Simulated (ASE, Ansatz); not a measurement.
# Localised basis functions on twisted h-AlN/h-SiC alternating trilayer, 50.57° (222 atoms)

Wanted: errors and times of a linear-scaling basis for twisted h-AlN/h-SiC alternating trilayer, 50.57° (222 atoms). A setting counts as converged where the r.m.s. difference of forces stays under 1 % of the r.m.s. force.

Main program and level: Ansatz 0.2.0; Kohn-Sham DFT, PBE+D3(BJ), PAW (set soft_2), plane waves.

## (1) Starting point

The cell holds 222 atoms: 74 Al, 74 N, 37 Si and 37 C. Its edges and angles: a = 18.948 Å, b = 18.948 Å, c = 20.350 Å, α = 90.0°, β = 90.0°, γ = 120.0°. It derives from AlN and SiC. h-AlN (a = 3.13 Å) under h-SiC (a = 3.1 Å), alternating trilayer, commensurate cell of 37 unit cells a layer, twist 50.57 deg, both strained to the mean lattice constant; facing planes 3.16, 3.19 Å apart; 14 Å of vacuum; layers as built, displaced by a Gaussian of 0.01 Å. Regions: layer 1, 74 atoms (37 Al and 37 N); layer 2, 74 atoms (37 Si and 37 C); layer 3, 74 atoms (37 Al and 37 N). Vacuum lies along c.

Limits known from the start: Beside vacuum, support functions can miss their usual error bounds without a warning. Only the Γ point is sampled, in a cell whose shortest periodic width is 16 Å.

## (2) Plane-wave single point

This run is the reference for what follows, at a cutoff of 420 eV.

File input.yaml:

```yaml
crystal:
  lattice:
    - [18.9478, 0.0, 0.0]
    - [-9.4739, 16.40928, 0.0]
    - [0.0, 0.0, 20.35]
  atoms:
    - { symbol: Al, position: [0.11699, 0.82968, 0.34372] }
    - { symbol: "N", position: [0.12691, 0.7404, 0.34386] }
    - { symbol: Al, position: [0.19795, 0.01774, 0.34397] }
    - { symbol: "N", position: [0.20721, 0.92884, 0.3434] }
    - { symbol: Al, position: [0.14369, 0.55741, 0.34316] }
    - { symbol: "N", position: [0.15414, 0.46847, 0.34347] }
    - { symbol: Al, position: [0.22596, 0.74846, 0.3441] }
    - { symbol: "N", position: [0.23462, 0.65831, 0.34398] }
    - { symbol: Al, position: [0.30614, 0.93614, 0.34387] }
    - { symbol: "N", position: [0.31504, 0.8461, 0.3434] }
    - { symbol: Al, position: [0.08888, 0.09868, 0.34462] }
    - { symbol: "N", position: [0.09888, 0.00935, 0.3438] }
    - { symbol: Al, position: [0.17127, 0.28878, 0.34548] }
    - { symbol: "N", position: [0.18019, 0.19742, 0.3446] }
    - { symbol: Al, position: [0.25317, 0.4776, 0.34371] }
    - { symbol: "N", position: [0.26191, 0.38812, 0.34386] }
    - { symbol: Al, position: [0.33369, 0.66609, 0.34406] }
    - { symbol: "N", position: [0.34183, 0.57748, 0.34368] }
    - { symbol: Al, position: [0.41439, 0.85528, 0.34418] }
    - { symbol: "N", position: [0.4242, 0.76699, 0.34408] }
    - { symbol: Al, position: [0.49518, 0.04485, 0.34439] }
    - { symbol: "N", position: [0.50556, 0.95517, 0.34413] }
    - { symbol: Al, position: [0.2793, 0.20688, 0.3434] }
    - { symbol: "N", position: [0.28882, 0.11729, 0.34447] }
    - { symbol: Al, position: [0.35878, 0.39546, 0.34368] }
    - { symbol: "N", position: [0.36836, 0.306, 0.34355] }
    - { symbol: Al, position: [0.44088, 0.58511, 0.34368] }
    - { symbol: "N", position: [0.44918, 0.49512, 0.34432] }
    - { symbol: Al, position: [0.52301, 0.77561, 0.34382] }
    - { symbol: "N", position: [0.53116, 0.68317, 0.34403] }
    - { symbol: Al, position: [0.60367, 0.96293, 0.34461] }
    - { symbol: "N", position: [0.61146, 0.8733, 0.34374] }
    [... 184 atom lines left out ...]
    - { symbol: Al, position: [0.03657, 0.64061, 0.65556] }
    - { symbol: "N", position: [0.04479, 0.54989, 0.65556] }
    - { symbol: Al, position: [0.98196, 0.17964, 0.65629] }
    - { symbol: "N", position: [0.99253, 0.09131, 0.65544] }
    - { symbol: Al, position: [0.06342, 0.3694, 0.65623] }
    - { symbol: "N", position: [0.07161, 0.27992, 0.65648] }
kpoints:
  mp_grid: { grid: [1, 1, 1] }
hamiltonian:
  xc: pbe
  dispersion: d3bj
scf:
  occupations: { method: fixed }
output:
  forces: true
  populations: true
  dos:
    method: { smearing: { sigma: 0.08 } }
    de: 0.1
    projected:
      site_lists:
        Al: [Al]
        C: [C]
        "N": ["N"]
        Si: [Si]
        layer_1: [0, 1, 2, 3, 4, 5, 6, 7, 8, 9, 10, 11, 12, 13, 14, 15, 16, 17, 18, 19, 20, 21, 22, 23, 24, 25, 26, 27, 28, 29, 30, 31, 32, 33, 34, 35, 36, 37, 38, 39, 40, 41, 42, 43, 44, 45, 46, 47, 48, 49, 50, 51, 52, 53, 54, 55, 56, 57, 58, 59, 60, 61, 62, 63, 64, 65, 66, 67, 68, 69, 70, 71, 72, 73]
        layer_2: [74, 75, 76, 77, 78, 79, 80, 81, 82, 83, 84, 85, 86, 87, 88, 89, 90, 91, 92, 93, 94, 95, 96, 97, 98, 99, 100, 101, 102, 103, 104, 105, 106, 107, 108, 109, 110, 111, 112, 113, 114, 115, 116, 117, 118, 119, 120, 121, 122, 123, 124, 125, 126, 127, 128, 129, 130, 131, 132, 133, 134, 135, 136, 137, 138, 139, 140, 141, 142, 143, 144, 145, 146, 147]
        layer_3: [148, 149, 150, 151, 152, 153, 154, 155, 156, 157, 158, 159, 160, 161, 162, 163, 164, 165, 166, 167, 168, 169, 170, 171, 172, 173, 174, 175, 176, 177, 178, 179, 180, 181, 182, 183, 184, 185, 186, 187, 188, 189, 190, 191, 192, 193, 194, 195, 196, 197, 198, 199, 200, 201, 202, 203, 204, 205, 206, 207, 208, 209, 210, 211, 212, 213, 214, 215, 216, 217, 218, 219, 220, 221]
  eigenvalues: true
  write_density: true
  write_potential: true
  volumetric_format: npy
```

On the command line:

```
$ ansatz run input.yaml --threads 8 --pin off --max-ram 15872MiB --backend cpu --events-out ev --progress --plain --runs-dir out
```

Numbers of over 12 decimals in the logs are rounded to 6 here.

What it wrote:

```text
Engine: ansatz 0.2.0, aarch64-unknown-linux-gnu
Pseudopotentials: kind: paw
Pseudopotential: Al, paw, valence charge 3, recommended cutoff 420 eV (normal), Al.paw.azcp
Pseudopotential: N, paw, valence charge 5, recommended cutoff 420 eV (normal), N.paw.azcp
Pseudopotential: Si, paw, valence charge 4, recommended cutoff 420 eV (normal), Si.paw.azcp
Pseudopotential: C, paw, valence charge 4, recommended cutoff 420 eV (normal), C.paw.azcp
Functional definition: PBE
  parameter kappa = 0.804
  parameter beta = 0.066725
  exchange = pbe_x(kappa = kappa, mu = beta*pi^2/3)
  correlation = pbe_c(beta = beta)
Crystal: 222 atoms, lattice volume = 6327.217 Å³
Basis set: ecut = 420 eV, 123657 PW (Γ), exchange–correlation on 256×256×288 points (8 copies of the dense FFT grid, shifted against one another)
Bands: 666, of which v1, the nominal top of the filled ones, is band 444 counted from 1 (443 counted from 0)
Symmetry: 1 space group operations
Space group: P1 (ITA 1), of the structure as read, at distance tolerance 1.8e-4 Å
k-points: 1
Non-local potential: Al, projectors of the file, l = 0: 2, l = 1: 2, l = 2: 1
Non-local potential: N, projectors of the file, l = 0: 2, l = 1: 2, l = 2: 1
Non-local potential: Si, projectors of the file, l = 0: 2, l = 1: 2, l = 2: 2
Non-local potential: C, projectors of the file, l = 0: 2, l = 1: 2, l = 2: 1
PAW form: soft (Blöchl's): semilocal exchange-correlation on the pseudo side does not see the compensation charge
PAW one-centre angular grid: Al, 110 points (default); XC on 64 Gauss nodes
PAW one-centre angular grid: N, 110 points (default); XC on 64 Gauss nodes
PAW one-centre angular grid: Si, 110 points (default); XC on 64 Gauss nodes
PAW one-centre angular grid: C, 110 points (default); XC on 64 Gauss nodes
Initial density: superposition of atomic densities (neutral atoms: chi_scale 0, normalization atom), corrected by the library's trained network
Initial wavefunctions: pseudopotential atomic-orbital guess
Functional: x = pbe(κ = 0.804, μ = 0.219515), c = pbe(β = 0.066725)
SCF iter   1: F=—  HF=-101142.091433 eV  |F-HF|=—  |Δ(HF+E_count)|=         —  Δρ=2.23e-3  dr2=9.83e-1  ethr=1.77e-3  ⟨swp⟩=5.0  Hψ=2627  notcnv=0  defer=220
preconditioner: auto → Resta (q_TF=auto, 1.967 Å⁻¹)  ε∞=2.7  [insulator: Δε(μ)=1.824 eV  Ē_g=10.730 eV  n_scr=786 (ndim 8)  ℏωp=13.9 eV  f_vac=0.487  ε∞_Penn≈2.7  vacuum switching on, ρ_ref=8.3e-3 e/Å³]
SCF iter   2: F=—  HF=-101142.011389 eV  |F-HF|=—  |Δ(HF+E_count)|=   8.00e-2  Δρ=1.27e-3  dr2=1.15e-1  ethr=1.11e-4  ⟨swp⟩=2.0  Hψ=1004  notcnv=0  defer=220
SCF iter   3: F=—  HF=-101142.026609 eV  |F-HF|=—  |Δ(HF+E_count)|=   1.52e-2  Δρ=6.02e-4  dr2=2.81e-2  ethr=1.30e-5  ⟨swp⟩=3.0  Hψ=897  notcnv=0  defer=220
SCF iter   4: F=—  HF=-101142.033449 eV  |F-HF|=—  |Δ(HF+E_count)|=   6.84e-3  Δρ=2.09e-4  dr2=3.58e-3  ethr=3.17e-6  ⟨swp⟩=2.0  Hψ=795  notcnv=0  defer=220
SCF iter   5: F=—  HF=-101142.033785 eV  |F-HF|=—  |Δ(HF+E_count)|=   3.36e-4  Δρ=6.15e-5  dr2=3.06e-4  ethr=4.03e-7  ⟨swp⟩=2.0  Hψ=866  notcnv=0  defer=220
SCF iter   6: F=—  HF=-101142.033829 eV  |F-HF|=—  |Δ(HF+E_count)|=   4.34e-5  Δρ=2.80e-5  dr2=5.79e-5  ethr=3.44e-8  ⟨swp⟩=2.0  Hψ=894  notcnv=0  defer=216
SCF iter   7: F=—  HF=-101142.035306 eV  |F-HF|=—  |Δ(HF+E_count)|=   1.48e-3  Δρ=8.54e-6  dr2=5.19e-6  ethr=6.53e-9  ⟨swp⟩=2.0  Hψ=1032  notcnv=0  defer=216
SCF iter   8: F=—  HF=-101142.035309 eV  |F-HF|=—  |Δ(HF+E_count)|=   3.40e-6  Δρ=2.59e-6  dr2=5.01e-7  ethr=5.84e-10  ⟨swp⟩=2.0  Hψ=894  notcnv=0  defer=216
SCF iter   9: F=-101142.035310 eV  HF=-101142.035310 eV  |F-HF|=6.14e-9  |Δ(HF+E_count)|=   2.54e-7  Δρ=1.00e-6  dr2=7.05e-8  ethr=1.13e-11  ⟨swp⟩=33.0  Hψ=8508  notcnv=0
SCF 1 converged in 9 iterations: F = -101142.035310 eV  dr2 = 7.05e-8
  greatest PAW one-centre occupation: 0.793 electrons in one spin orbital (limit 2), on the N atom at site 15 (counted from 0), in its partial waves of l = 0
WARN: The output density's exchange-correlation potential varies sharply where the density is thin. Do not read a vacuum level from v_tot or v_xc, or from such a field of the output density. On a cell that repeats whose density bears no net charge and no dipole along the vacuum's axis use v_es (v_loc + v_h of the components); [...]
SCF converged after 9 iterations
Free energy (F): -101142.035310 eV
Harris-Foulkes:  -101142.035310 eV  (|F-HF|=6.14e-9)
Internal energy: -101142.035310 eV  (E = F + TS)
E sigma→0 (E₀):  -101142.035310 eV
Fermi energy:    0.047990 eV
--- Per-component energies (eV) ---
  E_band       = -4910.354092
  E_kinetic    = 16450.955136
  E_local      = -263712.087022  (includes V_loc(G=0)·N_el)
  E_nonlocal   = 6096.164102
  E_hartree    = 125053.134406
  E_xc         = -11262.877655
  E_vxc        = -11788.416696  (∫ρ·V_xc dr)
  E_paw        = -66691.981271  (= ΣΔE_a)
  E_vpaw       = -2063.286865  (= ΣTr[D̂ρ^β])
  E_aug_tail   = 0.007541  (compensation charges beyond the density's cutoff)
  E_ewald      = 92964.842783
  E_disp       = -40.193331  (pairwise vdW)
  E_smearing   = -0.000000  (= −TS)
  E_closure    = -0.000000  (closes the sum)
  Σ components = -101142.035310   (vs F -101142.035310, Δ=0.00e0)
--- Forces (eV/Å), atoms counted from 1 ---
  atom   1  Al     0.24982578    -0.11230447     0.20394979
  atom   2  N     -0.13854399    -0.55617781    -0.21739832
  atom   3  Al    -0.18115940     0.43482334     0.25325765
  atom   4  N      0.35393939    -0.47698823    -0.12921418
  atom   5  Al     0.39124045     0.59364810     0.05296466
  atom   6  N     -0.18760111    -0.17503247    -0.22816725
  atom   7  Al    -0.28676716    -0.52953408    -0.01198689
  atom   8  N     -0.07381087    -0.44506158    -0.23770485
  atom   9  Al    -0.13880068     0.11560565     0.08949942
  atom  10  N      0.26031616     0.46394607    -0.19901757
  atom  11  Al     0.60118441     0.25212803     0.34972878
  atom  12  N      0.10758779    -0.33537244    -0.06693435
  atom  13  Al     0.42708319    -0.24918729     0.07311311
  atom  14  N     -0.26193792     0.15869493    -0.09658413
[...]
atom 221  Al    -0.00165561     0.38360813    -0.06985737
  atom 222  N      0.82576210    -0.33194237     0.15394576
  max |Σ_I F_I| component: 6.02e-6 eV/Å
--- Band table (eV) ---
  k-point 0: bands = ["-14.4495", "-14.3189", "-14.1538", "-14.1420", [... 650 levels ...], "6.8407", "6.8561", "6.8789", "6.9303", "6.9434", "6.9538", "6.9650", "6.9756", "7.0007", "7.0092", "7.0223", "7.0244"]
--- Löwdin populations: 222 sites ---
  site symbol       q [e]
     0     Al      1.8509
     1      N      6.0746
     2     Al      1.8485
[...]
221      N      6.0791
  spilling = 0.010292 (of n_electrons = 888.000000)
```

Run time: 1.9 min. Hardware: 8 threads of Arm Neoverse V2, shared host; peak memory 9.5 GiB; 14 min of CPU time.

Reading the cycles: dr2 is the Hartree energy of the density residual (eV), the measure of convergence; HF is the Harris–Foulkes estimate of the energy, which meets the free energy F at convergence.

The program notes that the exchange-correlation potential is rough where the density is thin.

The run gave:

```yaml
free_energy: -101142.0353 eV
free_energy_per_atom: -455.5948 eV/atom
scf_cycles: 9
r_m_s_force_component: 0.3329 eV/Å
longest_force: 1.369 eV/Å
fermi_energy: 0.04799 eV
spacing_of_highest_filled_and_lowest_empty_level: 1.671 eV
potential_in_mid_vacuum_over_the_fermi_level: 4.777 eV
potential_4p5_a_over_the_upper_face: 4.777 eV
potential_4p5_a_under_the_lower_face: 4.777 eV
spilling_of_the_projection: 0.01029
```

Length of the force by element:

```csv
element,coordination,atoms,mean length of the force (eV/Å),spread,least,most
Al,all,74,0.515,0.242,0.0729,1.35
C,all,37,0.513,0.250,0.0442,1.01
N,all,74,0.575,0.201,0.047,0.993
Si,all,37,0.460,0.256,0.150,1.37
```

Löwdin charges by element (they lack the spilled electrons, 0.041 e an atom on average):

```csv
element,coordination,atoms,mean charge (e),spread,least,most
Al,all,74,1.14,0.0068,1.13,1.16
C,all,37,-0.959,0.0226,-1.01,-0.925
N,all,74,-1.08,0.0055,-1.09,-1.07
Si,all,37,1.08,0.0192,1.05,1.12
```

By region:

```
 region  atoms  mean length of the force (eV/Å)
layer 1     74                            0.524
layer 2     74                            0.487
layer 3     74                            0.567
```

Density of states as counts of states in windows of 1 eV (from the Fermi level), total and the larger projections:

```
from (eV)  to (eV)  total   N p  layer 2  layer 1  layer 3  Al p   C p
      -10       -8    0.0   0.0      0.0      0.0      0.0   0.0   0.0
       -8       -7   36.0   0.2     35.3      0.3      0.2   0.2  17.9
       -7       -6    0.1   0.0      0.1      0.0      0.0   0.0   0.1
       -6       -5   78.4  28.9     35.4     21.7     20.9   4.5  19.2
       -5       -4   96.1  47.6     24.9     35.2     35.3   9.0  13.3
       -4       -3   87.0  29.3     45.1     20.5     20.8   8.0  28.4
       -3       -2  149.5  89.3     34.8     56.8     56.5  18.0  24.9
       -2       -1  137.8  97.6     21.0     57.0     57.5  16.5  15.1
       -1        0   78.6  50.7     21.4     27.4     27.7   4.3  17.6
        0        1    2.4   1.3      1.0      0.7      0.6   0.0   0.9
        1        2    9.5   0.5      7.2      0.9      0.9   1.3   1.4
        2        3   29.9   1.9     20.8      3.5      3.3   2.6   4.0
        3        4   59.6   3.9     25.4     12.1     12.0   9.1   6.2
        4        5   91.7   7.9     25.8     23.8     23.9  31.4   8.2
```

The curve was stored every 0.100 eV, coarse against its broadening of 0.08 eV, so these counts are rough.

With fixed occupations the program's Fermi level is the highest filled level; weight inside the gap is the broadening of levels at its edges.

Between -15 and -10 eV lie 222 more states.

The levels nearest the highest filled one (over half full), pooled over k-points and spins:

| level less the highest filled one (eV) | occupation |
| --- | --- |
| -0.214 | 2 |
| -0.197 | 2 |
| -0.141 | 2 |
| -0.123 | 2 |
| -0.0857 | 2 |
| 0 | 2 |
| 1.67 | 0 |
| 1.79 | 0 |
| 1.83 | 0 |
| 1.85 | 0 |
| 1.96 | 0 |
| 1.98 | 0 |

Planar average of the electrostatic potential energy along the normal, with the Fermi level as zero, after a running mean with a triangular window 4 Å wide at its base:

| height (Å) | potential energy (eV) |
| --- | --- |
| 0.0 | 4.78 |
| 0.6 | 4.78 |
| 1.1 | 4.78 |
| 1.7 | 4.78 |
| 2.3 | 4.78 |
| 2.8 | 4.77 |
| 3.5 | 4.75 |
| 4.1 | 4.62 |
| 4.7 | 4.08 |
| 5.2 | 2.53 |
| 5.8 | 0.15 |
| 6.4 | -2.27 |
| 6.9 | -3.64 |
| 7.5 | -3.10 |
| 8.1 | -2.04 |
| 8.6 | -2.39 |
| 9.2 | -4.14 |
| 9.8 | -6.50 |
| 10.5 | -6.84 |
| 11.0 | -4.53 |
| 11.6 | -2.50 |
| 12.2 | -1.83 |
| 12.7 | -2.73 |
| 13.3 | -3.65 |
| 13.8 | -2.74 |
| 14.4 | -0.47 |
| 15.0 | 2.00 |
| 15.5 | 3.80 |
| 16.1 | 4.55 |
| 16.7 | 4.73 |
| 17.4 | 4.77 |
| 17.9 | 4.78 |
| 18.5 | 4.78 |
| 19.1 | 4.78 |
| 19.6 | 4.78 |
| 20.2 | 4.78 |

Valence density in the ca plane at fractional y = 0.008, with atoms of Al and N and Si and C within 0.2 Å of it. It is the smooth field of the valence electrons, not physical close to the nuclei.

Ten steps, logarithmic in the rise over the least value, from '0' (0.0 e/Å³) to '9' (3.3 e/Å³), each cell a mean:
```
0000000000000000122343322123455432112334322100
0000000000000000123333332235788753223333332100
0000000000000000123343332235788753223334332100
0000000000000001135677643234566543224677653110
0000000000000001235898753234444443234789753210
0000000000000000124566432223455432223456542100
0000000000000000123344321112333321112344332100
0000000000000001124566532223555532223566542110
0000000000000001124555432235788653223455542110
0000000000000000123344322234677643222344332100
0000000000000000123555432224555543223455532100
0000000000000001134566532234566543223566542110
0000000000000000123444432234566543223444432100
0000000000000001124566532223455432223566542110
0000000000000001235798743234566543234788753210
0000000000000001134676542234666543224567642110
0000000000000000112333321123444432112333321100
0000000000000000122343322123455432112334322100
0000000000000000123343332235677643223334332100
0000000000000000123333332235787653223333332100
0000000000000001235787643234566543234678753210
0000000000000001146899753234544543235899864110
0000000000000001134677532223455432223577642110
0000000000000000112333221112233221112233221100
```
Columns run along c (16.0 Å, from fractional 0.00 to 0.79 of the cell), rows up along a (18.9 Å). Atoms in or near the plane, at fractional coordinates: Al at (0.34, 0.20), N at (0.34, 0.10), Si at (0.50, 0.82), C at (0.50, 0.91), Al at (0.66, 0.20), N at (0.66, 0.10).

Electrostatic potential energy in the ca plane at fractional y = 0.008, with atoms of Al and N and Si and C within 0.2 Å of it. With pseudopotentials it is smooth inside the atoms' cores, unlike the true potential.

Ten even steps from '0' (-26 eV) to '9' (5 eV), each cell a mean:
```
9999999999999999998877899999888899999877889999
9999999999999999985344368998311389986344358999
9999999999999999985344468998311389986444358999
9999999999999999999645899986200268999854799999
9999999999999999999300699974000058999600499999
9999999999999999998766899998655789999866789999
9999999999999999999888999999988999999988899999
9999999999999999999877899998867899999877899999
9999999999999999997544689998401589998644578999
9999999999999999998656789998744799998765689999
9999999999999999999888999987411478999988899999
9999999999999999998655689987421478998655679999
9999999999999999986433478999866899987433468999
9999999999999999998756899998777789999865789999
9999999999999999999401799987411478999710599999
9999999999999999999756899998644689999866799999
9999999999999999999988999999888899999988999999
9999999999999999999888899998766789999888899999
9999999999999999985444468998633689987444458999
9999999999999999874354368998511589986345347899
9999999999999999998523799987422478999732589999
9999999999999999998000399984000058999300089999
9999999999999999999766899997544589999866799999
9999999999999999999999999999988999999999999999
```
Columns run along c (16.0 Å, from fractional 0.00 to 0.79 of the cell; values clipped at the 3rd and 97th percentile), rows up along a (18.9 Å). Atoms in or near the plane, at fractional coordinates: Al at (0.34, 0.20), N at (0.34, 0.10), Si at (0.50, 0.82), C at (0.50, 0.91), Al at (0.66, 0.20), N at (0.66, 0.10).

Mean Löwdin charges: Al +1.14, C -0.96, N -1.08, Si +1.08 e (they miss 1.0 % of the electrons, so they add up to more than the cell's charge). The potential stands 4.78 eV above the highest filled level over the upper face and 4.78 eV under the lower one, a reading of the ionisation potential at this level on the run's k-points.

(Continued in part 2 of 2.)

[Logs are printed without paths, hosts, clocks, repeated set-up lines and the standing remarks that a program may print on its own settings, such as how far it seeks lower states.]

[Hosts, paths, dates, database ids (printed as entryN), source tags and the programs' standing remarks are cut or masked in the printed files.]
